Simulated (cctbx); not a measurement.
# What is wrong with this refinement?

Cell a = 9.9640 Å, b = 9.9640 Å, c = 9.9640 Å, α = 90.00°, β = 90.00°, γ = 90.00°; space group Fm-3m (no. 225). The compound is ScAl12.

Simulated single-crystal data (cctbx): Mo Kα, λ = 0.71073 Å, to d = 0.8 Å, 95 % of the full sphere, strongest reflection 70000 counts, noise from counting, a 6 % proportional error and a noise floor of 4 counts (s.d.); no absorption.

An anisotropic refinement with weights 1/σ² prints:

```text
Rint 0.049, 78 unique reflections to 0.80 A
cycle     R1     wR2    GooF  max shift (A)
   1  0.0709  0.2513  17.562   0.00015
   2  0.0415  0.1350   9.434   0.00001
final R1 0.0415 wR2 0.1350 GooF 9.434  parameters 5  data/parameter 15.6
atom        x        y        z      Ueq    occ   su(xyz)  su(Uiso or U11)
Cr1    0.00000  0.00000  0.00000   0.0121  1.000  0.00000  0.0011
Al1    0.33566  0.16434  0.00000   0.0031  1.000  0.00009  0.0010
difference map: max 0.61 min -2.82 rms 0.18
Q1    0.0000  0.1755  0.3245   48    0.62  0.16 A from Al1
Q2    0.0000  0.0000  0.1058   24    0.24  1.05 A from Cr1
Q3    0.0000  0.0891  0.1689   96    0.19  1.82 A from Al1
Q4    0.0600  0.0600  0.0600   32    0.17  1.04 A from Cr1
Q5    0.0000  0.0000  0.4244   24    0.13  1.86 A from Al1
Q6    0.1511  0.1511  0.1511   32    0.12  2.38 A from Al1
```

Q: Accept it or mend it, and why?

Mend it. The fault: wrong element: Cr1 is Sc. Against the right model at the same level, R1 goes from 0.0060 to 0.0415 and GooF from 0.92 to 9.43, U of Cr1 swells from 0.0064 to 0.0121 Å², the top difference peak, 0.6 e/Å³, lies on Al1 and a hole of -2.8 e/Å³ opens. Cr1 has 3 electrons too many and its U swells to shed them, as expected.

The compound is ScAl12. The right model at the same level gives:

```text
Rint 0.049, 78 unique reflections to 0.80 A
cycle     R1     wR2    GooF  max shift (A)
   1  0.0122  0.0436   3.044   0.00052
   2  0.0060  0.0131   0.915   0.00000
final R1 0.0060 wR2 0.0131 GooF 0.915  parameters 5  data/parameter 15.6
atom        x        y        z      Ueq    occ   su(xyz)  su(Uiso or U11)
Sc1    0.00000  0.00000  0.00000   0.0064  1.000  0.00000  0.0001
Al1    0.33561  0.16439  0.00000   0.0045  1.000  0.00001  0.0001
difference map: max 0.11 min -0.09 rms 0.03
Q1    0.0000  0.0000  0.4291   24    0.11  1.88 A from Al1
Q2    0.0000  0.0796  0.1648   96    0.10  1.82 A from Sc1
Q3    0.0371  0.0371  0.4629   32    0.09  1.83 A from Al1
Q4    0.0000  0.0000  0.2389   24    0.07  1.90 A from Al1
Q5    0.1635  0.1635  0.2558   96    0.06  1.81 A from Al1
Q6    0.0978  0.2500  0.2500   48    0.06  1.55 A from Al1
```

The model is made up (kin elements in a known structure type, no relaxation), so it says nothing on whether the phase exists.

[Middle refinement cycles are left out of these outputs.]

[Logs are printed without paths, hosts, clocks, repeated set-up lines and the standing remarks that a program may print on its own settings, such as how far it seeks lower states.]
